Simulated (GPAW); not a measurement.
# Magnetic state of Co2 Re1 Co2 0001 from several starts

A self-consistent run ends on one state, which hangs on the start. Several orders of Co2 Re1 Co2 0001 are started in GPAW and their energies compared.

Program: GPAW 26.7.0. Level of theory: PBE; plane waves with GPAW's PAW setups, scalar-relativistic. Results are calculated unless marked as measured.

### 1. The starting structure

The cell holds 5 atoms: 4 Co and 1 Re. Cell: a = 2.761 Å, b = 2.761 Å, c = 19.271 Å, α = 90.0°, β = 90.0°, γ = 120.0°. ideal sites on the substrate's mesh, layer spacings from atomic volumes, unrelaxed, 12 A of vacuum. Vacuum lies along c.

### 2. Run 1 (ferro ++++)

The parallel start comes first: it fits the smallest cell, keeps the most symmetry and shows whether parallel moments form.

The input, order1.py:

```python
import json
import numpy as np
from ase import Atoms
from ase.parallel import paropen, parprint
from gpaw import GPAW

atoms = Atoms(['Co', 'Co', 'Re', 'Co', 'Co'],
    cell=[[2.761, 0.0, 0.0],
         [-1.3805, 2.391096, 0.0],
         [0.0, 0.0, 19.270726]],
    scaled_positions=[[0.0, 0.0, 0.311353],
         [0.333333, 0.666667, 0.398602],
         [0.0, 0.0, 0.5],
         [0.333333, 0.666667, 0.601398],
         [0.0, 0.0, 0.688647]],
    pbc=True,
    magmoms=[1.8, 1.8, 0.0, 1.8, 1.8])
atoms.calc = GPAW(mode={'name': 'pw', 'ecut': 450},
    xc='PBE',
    kpts={'size': (20, 20, 1), 'gamma': True},
    occupations={'name': 'fermi-dirac', 'width': 0.05},
    convergence={'density': 1e-05, 'energy': 1e-05},
    maxiter=200,
    mixer={'name': 'pulay', 'beta': 0.03, 'nmaxold': 8, 'weight': 100},
    symmetry={'tolerance': 1e-4},
    txt='order1.txt')
e = atoms.get_potential_energy(force_consistent=True)
res = {'free_energy': e, 'energy_sigma0': atoms.get_potential_energy(), 'fermi_energy': atoms.calc.get_fermi_level()}
res['moments'] = atoms.get_magnetic_moments().tolist()
res['total'] = atoms.get_magnetic_moment()
parprint('site moments (muB):', np.round(res['moments'], 3))
parprint(f"total moment: {res['total']:.3f} muB")
parprint(f'free energy: {e:.6f} eV')
atoms.calc.write('order1.gpw')
with paropen('results.json', 'w') as f:
    json.dump(res, f)
```

Launch:

```console
> OMP_NUM_THREADS=1 mpirun -n 4 gpaw python order1.py > order1.log
```

The next run changes these lines of the input before it:

```diff
@@ -16,3 +16,3 @@
     pbc=True,
-    magmoms=[1.8, 1.8, 0.0, 1.8, 1.8])
+    magmoms=[1.8, 1.8, 0.0, -1.8, -1.8])
 atoms.calc = GPAW(mode={'name': 'pw', 'ecut': 450},
@@ -25,3 +25,3 @@
     symmetry={'tolerance': 1e-4},
-    txt='order1.txt')
+    txt='order2.txt')
 e = atoms.get_potential_energy(force_consistent=True)
@@ -33,3 +33,3 @@
 parprint(f'free energy: {e:.6f} eV')
-atoms.calc.write('order1.gpw')
+atoms.calc.write('order2.gpw')
 with paropen('results.json', 'w') as f:
```

Q: Predict the largest site moment.

The site moments add up to 6.13 μB, near the cell's 6.06 μB; the space between the atoms is polarised against them. Symmetry leaves 3 kinds of site among the 5 atoms, and equivalent atoms carry values of equal size. The lowest state found is ferromagnetic, reached from the start ferro ++++, with moments up to 1.87 μB.

- lowest state found: ferromagnetic (started as ferro ++++)
- largest site moment: 1.87 μB
- next state: antiferromagnetic, 0.551 meV a seeded atom higher

The two lowest states lie so close that the mesh, the functional or spin–orbit coupling could swap them. This is the lowest of 2 finished starts, no proof of the ground state.

[Logs and program files are shortened in this print: banners, set-up blocks, solver, clock and traceback lines can be left out without a mark of their own.]

[Logs are printed without paths, hosts, clocks, repeated set-up lines and the standing remarks that a program may print on its own settings, such as how far it seeks lower states.]

[Hosts, paths, dates, database ids (printed as entryN), source tags and the programs' standing remarks are cut or masked in the printed files.]

[Where a cell is said to come from a database of computed structures, the database is the Materials Project.]
